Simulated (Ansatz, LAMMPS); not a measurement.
# Static equation of state of amorphous Si0.9Ge0.1 (94 atoms)

Density of this cell: 2.63 g/cm³. The cell holds 94 atoms: 85 Si and 9 Ge. Cell: a = 12.421 Å, b = 12.451 Å, c = 12.460 Å, α = 89.1°, β = 91.8°, γ = 85.8°. The starting structure: 94 atoms (85 Si, 9 Ge) placed at random at 2.65 g/cm³, melted at 3500 K for 10 ps at fixed volume with the Tersoff potential (Tersoff, Phys. Rev. B 39, 5566 (1989)). Quenched from 3500 K to 700 K at 3 K/ps and fixed volume, held 5 ps.

Calculated with Ansatz 0.2.0: Kohn-Sham DFT, PBE, PAW (set soft_2), plane waves; cutoff 420 eV, Γ point, fermi-dirac smearing of 0.025 eV. Cell and atoms were relaxed first, to V0 = 20.432 Å³ an atom at a residual P0 = 0.005 GPa. The cell was then scaled evenly, and the atoms were relaxed at each volume.

```
volume (Å³/atom)  pressure (GPa)
          18.389               ?
          19.206           4.770
          19.819           2.163
          21.045          -1.999
          21.658          -3.614
```

Task: Fit the third-order Birch–Murnaghan equation to the rows given and extrapolate to the withheld row.

**Working.**

Take the Eulerian strain f = ½[(V0/V)^(2/3) − 1] and the normalised pressure F = (P − P0) / [3f(1 + 2f)^(5/2)]. The third-order Birch–Murnaghan equation is then the line F = B0 + (3/2)B0(B′ − 4) f, so u = f and v = F.

```
      u = f  v = F (GPa)
  0.0210564      68.0384
  0.0102566      66.6409
-0.00975639      71.9338
 -0.0190505      69.7851
```

With n = 4: mean u = 6.2653e-4, mean v = 69.0995, Σ(u − ū)² = 0.0010051, Σ(u − ū)(v − v̄) = -0.088272. Slope b = -0.088272 / 0.0010051 = -87.823; intercept a = v̄ − b ū = 69.155.

So B0 = a = 69.2 GPa and B′ = 4 + 2b/(3a) = 3.15. At the withheld volume f = 0.03638, F = a + b f = 65.96 GPa, and P = P0 + 3f(1 + 2f)^(5/2) F.

Prediction at 18.389: 8.587 GPa. The run gave 8.549 GPa, so the fit is high by 0.037 GPa (0.44 % of the value).

The series isn't one smooth equation of state: even a line fitted to all rows, the withheld one included, misses F by up to 2.7 %, the count of bonds changes along the series and an atom moves over 0.5 Å in some relaxation. B0 and B′ are then only the numbers of this fit, not moduli of the material. Among the rows given, the largest miss of the fit is at 21.658, by 0.054 GPa (0.44 % of the range of the table).

Limits: Static cells at zero temperature; the cell shape is held. The program notes that the SCF threshold of these relaxations is loose for the stress. The quench rate of 3 K/ps is many orders above laboratory rates, so the cell is likely richer in defects and strain than a real sample. The network of bonds at the start is that of the classical potential that made the cell, and needn't be the one that DFT or experiment would give. Only the Γ point is sampled, in a cell whose shortest periodic width is 12 Å, which is coarse for a cell with partly filled levels.

[Logs are printed without paths, hosts, clocks, repeated set-up lines and the standing remarks that a program may print on its own settings, such as how far it seeks lower states.]

[Hosts, paths, dates, database ids (printed as entryN), source tags and the programs' standing remarks are cut or masked in the printed files.]
